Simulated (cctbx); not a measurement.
# AlGaSn3S7 with cctbx, script by script

Library: cctbx 2025.11. The data are simulated by the first script.

## 1. Simulate the data

run.py:

```python
from cctbx import adptbx, crystal, miller, sgtbx, xray
from cctbx.array_family import flex
from iotbx.shelx import hklf
from scitbx import matrix
import scitbx.random

cs = crystal.symmetry(unit_cell=(10.324, 10.324, 6.239, 90, 90, 120), space_group_symbol='Hall: P 6c')  # P6_3
atoms = [  # label, site, U (iso, or U11 U22 U33 U12 U13 U23 in A^2), occupancy
    ("Sn1", (0.6314, 0.8597, 0.2642), (0.0137, 0.0075, 0.0115, 0.0061, 0.0064, 0.0026), 0.95),
    ("Al1", (0.6314, 0.8597, 0.2642), (0.0137, 0.0075, 0.0115, 0.0061, 0.0064, 0.0026), 0.05),
    ("Ga1", (0, 0, 0.4972), (0.0120, 0.0120, 0.0119, 0.0060, 0.0000, 0.0000), 1),
    ("S1", (1/3, 2/3, 0.4755), (0.0126, 0.0126, 0.0111, 0.0063, 0.0000, 0.0000), 1),
    ("S2", (0.4794, 0.5844, 0.9855), (0.0289, 0.0176, 0.0226, 0.0119, -0.0098, -0.0031), 1),
    ("S3", (0.7594, 0.9089, 0.7067), (0.0378, 0.0282, 0.0376, 0.0161, 0.0071, 0.0029), 1),
    ("Al2", (1/3, 2/3, 0.8356), (0.0162, 0.0162, 0.0100, 0.0081, 0.0000, 0.0000), 0.85),
    ("Sn2", (1/3, 2/3, 0.8356), (0.0162, 0.0162, 0.0100, 0.0081, 0.0000, 0.0000), 0.15),
]
xs = xray.structure(crystal_symmetry=cs)
for label, site, u, occ in atoms:
    u = adptbx.u_cif_as_u_star(cs.unit_cell(), u) if isinstance(u, tuple) else u
    xs.add_scatterer(xray.scatterer(label, site=site, u=u, occupancy=occ))
xs.set_inelastic_form_factors(1.54184, "sasaki")
xs.show_summary()
p1 = xs.expand_to_p1()
ms = miller.build_set(p1, anomalous_flag=True, d_min=0.83)
flex.set_random_seed(497062)
scitbx.random.set_random_seed(497062)
ms = ms.select(flex.random_double(ms.size()) < 0.95)
i = ms.structure_factors_from_scatterers(p1, algorithm="direct").f_calc().as_intensity_array().data()
i = i * 70000 / flex.max(i)
sig = flex.sqrt(i + flex.pow2(0.02 * i) + 2 ** 2)
noise = scitbx.random.variate(scitbx.random.normal_distribution())(i.size())
data = ms.array(data=i + sig * noise, sigmas=sig).set_observation_type_xray_intensity()
with open("data.hkl", "w") as f:
    data.export_as_shelx_hklf(f)
print("reflections written:", data.size(), " <I/sigma> = %.1f" % flex.mean(data.data() / data.sigmas()))
for h, a, b in list(data.sort("data"))[:12]:
    print("%4d%4d%4d %9.1f %7.1f" % (h + (a, b)))
```

```console
$ python run.py
```

```text
Number of scatterers: 8
At special positions: 4
Unit cell: (10.324, 10.324, 6.239, 90, 90, 120)
Space group: P 63 (No. 173)
reflections written: 4030  <I/sigma> = 30.7
   0   0  -4   70000.9  1424.8
   0   0   4   63315.7  1310.1
  -4   2   0   55589.8  1109.2
  -2   4   0   54077.6  1109.2
   2   2   0   53551.4  1109.2
   2  -4   0   53094.5  1109.2
  -2  -2   0   52601.8  1109.2
  -2   2  -2   33411.1   685.5
   2  -2   2   33237.3   668.3
   2  -2  -2   33125.8   685.5
  -2   0   2   32981.4   668.3
   0  -2  -2   32927.9   685.5
```

Run time: 0.27 s on 1 thread of Arm Neoverse V2 (shared host), peak memory 0.07 GiB.

## 2. Refinement

run.py:

```python
import math
from cctbx import adptbx, crystal, maptbx, sgtbx, xray
from cctbx.array_family import flex
from cctbx.xray import observations
from iotbx.shelx import hklf
from scitbx.lstbx import normal_eqns_solving
from smtbx import absolute_structure, utils
from smtbx.refinement import constraints, least_squares

cs = crystal.symmetry(unit_cell=(10.324, 10.324, 6.239, 90, 90, 120), space_group_symbol='Hall: P 6c')  # P6_3
atoms = [  # label, site, U (iso, or U11 U22 U33 U12 U13 U23 in A^2), occupancy
    ("Sn1", (0.6314, 0.8597, 0.2642), 0.0200, 1),
    ("Ga1", (0, 0, 0.4972), 0.0200, 1),
    ("S1", (1/3, 2/3, 0.4755), 0.0200, 1),
    ("S2", (0.4794, 0.5844, 0.9855), 0.0200, 1),
    ("S3", (0.7594, 0.9089, 0.7067), 0.0200, 1),
    ("Al2", (1/3, 2/3, 0.8356), 0.0200, 1),
]
xs = xray.structure(crystal_symmetry=cs)
for label, site, u, occ in atoms:
    u = adptbx.u_cif_as_u_star(cs.unit_cell(), u) if isinstance(u, tuple) else u
    xs.add_scatterer(xray.scatterer(label, site=site, u=u, occupancy=occ))
xs.set_inelastic_form_factors(1.54184, "sasaki")
xs.convert_to_anisotropic()
raw = hklf.reader(file_name="data.hkl").as_miller_arrays(crystal_symmetry=cs, anomalous=True)[0]
merged = raw.eliminate_sys_absent().merge_equivalents()
fo2 = merged.array().set_observation_type_xray_intensity()
print("Rint %.3f, %d unique reflections to %.2f A" % (merged.r_int(), fo2.size(), fo2.d_min()))
for sc in xs.scatterers():
    sc.flags.set_grad_site(True)
    sc.flags.set_grad_u_aniso(sc.flags.use_u_aniso())
    sc.flags.set_grad_u_iso(sc.flags.use_u_iso())
obs = fo2.as_xray_observations()
extra = {}
rep = constraints.reparametrisation(xs, [], utils.connectivity_table(xs), **extra)
ls = least_squares.crystallographic_ls(obs, rep, weighting_scheme=least_squares.mainstream_shelx_weighting(a=0, b=0))
print("cycle     R1     wR2    GooF  max shift (A)")
for cycle in range(12):
    ls.build_up()
    r1, wr2, goof = ls.r1_factor(cutoff_factor=2)[0], ls.wR2(), ls.goof()
    old = xs.sites_cart()
    normal_eqns_solving.levenberg_marquardt_iterations(ls, n_max_iterations=3, tau=1e-06, step_threshold=1e-7)
    big = flex.max((xs.sites_cart() - old).norms())
    print("%4d %7.4f %7.4f %7.3f %9.5f" % (cycle + 1, r1, wr2, goof, big))
    ls.build_up(objective_only=True)
    if abs(ls.wR2() - wr2) < 5e-5 and big < 5e-4:
        break
ls.build_up()
print("final R1 %.4f wR2 %.4f GooF %.3f  parameters %d  data/parameter %.1f" % (ls.r1_factor(cutoff_factor=2)[0], ls.wR2(), ls.goof(), ls.n_parameters, fo2.size() / ls.n_parameters))
cov = ls.covariance_matrix_and_annotations()
su = dict(zip(cov.annotations, (math.sqrt(max(v, 0)) for v in cov.matrix.matrix_packed_u_diagonal())))
a2 = cs.unit_cell().reciprocal_parameters()[0] ** -2
print("atom        x        y        z      Ueq    occ   su(xyz)  su(Uiso or U11)")
for sc in xs.scatterers():
    s = max(su.get(sc.label + k, 0) for k in (".x", ".y", ".z"))
    npd = "" if sc.is_positive_definite_u(cs.unit_cell()) else "  NPD"
    print("%-5s %8.5f %8.5f %8.5f %8.4f %6.3f %8.5f %7.4f%s" % ((sc.label,) + sc.site + (sc.u_iso_or_equiv(cs.unit_cell()), sc.occupancy, s, su.get(sc.label + ".uiso", su.get(sc.label + ".u11", 0) * a2), npd)))
fo = fo2.f_sq_as_f()
fc = fo.structure_factors_from_scatterers(xs, algorithm="direct").f_calc()
diff = fo.f_obs_minus_f_calc(1 / math.sqrt(ls.scale_factor()), fc).average_bijvoet_mates()
m = diff.fft_map(symmetry_flags=maptbx.use_space_group_symmetry, resolution_factor=0.25).apply_volume_scaling()
print("difference map: max %.2f min %.2f rms %.2f" % (m.statistics().max(), m.statistics().min(), m.statistics().sigma()))
peaks = m.peak_search(parameters=maptbx.peak_search_parameters(min_distance_sym_equiv=0.6, max_clusters=6)).all()
near = xs.closest_distances(peaks.sites(), distance_cutoff=4)
sps = cs.special_position_settings(min_distance_sym_equiv=0.5)
for k, (x, h) in enumerate(zip(peaks.sites(), peaks.heights())):
    ss = sps.site_symmetry(x)
    print("Q%-3d %7.4f %7.4f %7.4f %4d %7.2f  %.2f A from %s" % ((k + 1,) + tuple(t % 1 for t in ss.exact_site()) + (ss.multiplicity(), h, near.smallest_distances[k], xs.scatterers()[near.i_seqs[k]].label)))
```

```console
$ python run.py
```

```text
Rint 0.017, 710 unique reflections to 0.83 A
cycle     R1     wR2    GooF  max shift (A)
   1  0.0888  0.2331  17.764   0.00564
   2  0.0207  0.0647   4.929   0.00005
final R1 0.0207 wR2 0.0647 GooF 4.929  parameters 36  data/parameter 19.7
atom        x        y        z      Ueq    occ   su(xyz)  su(Uiso or U11)
Sn1    0.63144  0.85976  0.26415   0.0114  1.000  0.00009  0.0002
Ga1    0.00000  0.00000  0.49743   0.0107  1.000  0.00023  0.0004
S1     0.33333  0.66667  0.47560   0.0106  1.000  0.00047  0.0008
S2     0.47985  0.58499  0.98527   0.0215  1.000  0.00034  0.0009
S3     0.75964  0.90933  0.70698   0.0328  1.000  0.00038  0.0011
Al2    0.33333  0.66667  0.83477  -0.0082  1.000  0.00040  0.0007  NPD
difference map: max 2.35 min -0.54 rms 0.19
Q1    0.3333  0.6667  0.7644    2    2.40  0.44 A from Al2
Q2    0.3057  0.6266  0.4665    6    0.50  0.37 A from S1
Q3    0.0758  0.5072  0.6626    6    0.49  2.03 A from S2
Q4    0.0828  0.5040  0.8820    6    0.44  0.68 A from S2
Q5    0.1026  0.3164  0.1993    6    0.39  1.20 A from Sn1
Q6    0.3333  0.6667  0.1056    2    0.38  1.69 A from Al2
```

Time: 0.43 s.

This run holds a fault made on purpose: disorder ignored: each site full, of its main element.

## 3. Refinement (occupancies of the disordered sites free, main element alone)

run.py, as its changes from the last script of this kind:

```diff
@@ -12,6 +12,6 @@
-    ("Sn1", (0.6314, 0.8597, 0.2642), 0.0200, 1),
-    ("Ga1", (0, 0, 0.4972), 0.0200, 1),
-    ("S1", (1/3, 2/3, 0.4755), 0.0200, 1),
-    ("S2", (0.4794, 0.5844, 0.9855), 0.0200, 1),
-    ("S3", (0.7594, 0.9089, 0.7067), 0.0200, 1),
-    ("Al2", (1/3, 2/3, 0.8356), 0.0200, 1),
+    ("Sn1", (0.63144, 0.85976, 0.26415), 0.0120, 1),
+    ("Ga1", (0, 0, 0.49743), 0.0120, 1),
+    ("S1", (1/3, 2/3, 0.4756), 0.0120, 1),
+    ("S2", (0.47985, 0.58499, 0.98527), 0.0120, 1),
+    ("S3", (0.75964, 0.90933, 0.70698), 0.0120, 1),
+    ("Al2", (1/3, 2/3, 0.83477), 0.0120, 1),
@@ -32,0 +33 @@
+    sc.flags.set_grad_occupancy(sc.label in ('Sn1', 'Al2'))
@@ -38 +39 @@
-for cycle in range(12):
+for cycle in range(20):
@@ -57,0 +59,2 @@
+print("su of occupancy Sn1: %.3f" % su["Sn1.occ"])
+print("su of occupancy Al2: %.3f" % su["Al2.occ"])
```

```console
$ python run.py
```

```text
Rint 0.017, 710 unique reflections to 0.83 A
cycle     R1     wR2    GooF  max shift (A)
   1  0.0729  0.2163  16.508   0.00121
   2  0.0192  0.0585   4.467   0.00094
   3  0.0182  0.0547   4.178   0.00067
   4  0.0176  0.0524   3.998   0.00046
   5  0.0172  0.0507   3.872   0.00032
   6  0.0168  0.0494   3.773   0.00023
   7  0.0165  0.0483   3.687   0.00017
   8  0.0162  0.0473   3.609   0.00013
   9  0.0159  0.0463   3.536   0.00011
  10  0.0156  0.0454   3.467   0.00010
  11  0.0154  0.0446   3.402   0.00009
  12  0.0152  0.0438   3.340   0.00008
  13  0.0149  0.0430   3.280   0.00007
  14  0.0147  0.0422   3.224   0.00007
  15  0.0145  0.0415   3.169   0.00007
  16  0.0143  0.0409   3.117   0.00006
  17  0.0141  0.0402   3.068   0.00006
  18  0.0139  0.0396   3.020   0.00006
  19  0.0137  0.0390   2.975   0.00006
  20  0.0136  0.0384   2.932   0.00006
final R1 0.0134 wR2 0.0379 GooF 2.890  parameters 38  data/parameter 18.7
atom        x        y        z      Ueq    occ   su(xyz)  su(Uiso or U11)
Sn1    0.63142  0.85972  0.26416   0.0107  0.943  0.00005  0.0001
Ga1    0.00000  0.00000  0.49729   0.0133  1.000  0.00013  0.0003
S1     0.33333  0.66667  0.47566   0.0133  1.000  0.00027  0.0005
S2     0.47945  0.58450  0.98541   0.0239  1.000  0.00020  0.0006
S3     0.75955  0.90906  0.70696   0.0357  1.000  0.00022  0.0007
Al2    0.33333  0.66667  0.83511   0.0023  1.184  0.00023  0.0007  NPD
su of occupancy Sn1: 0.003
su of occupancy Al2: 0.013
difference map: max 1.10 min -0.36 rms 0.10
Q1    0.3333  0.6667  0.7379    2    1.12  0.61 A from Al2
Q2    0.0625  0.4912  0.6693    6    0.27  2.01 A from S2
Q3    0.1261  0.2964  0.2041    6    0.22  1.01 A from Sn1
Q4    0.0582  0.1161  0.2387    6    0.22  1.75 A from S3
Q5    0.1705  0.4587  0.4188    6    0.20  1.65 A from Sn1
Q6    0.0593  0.1407  0.1491    6    0.20  1.58 A from Ga1
```

It took 1.4 s on 1 thread of Arm Neoverse V2, on a shared host, peak memory 0.09 GiB.

[Logs are printed without paths, hosts, clocks, repeated set-up lines and the standing remarks that a program may print on its own settings, such as how far it seeks lower states.]
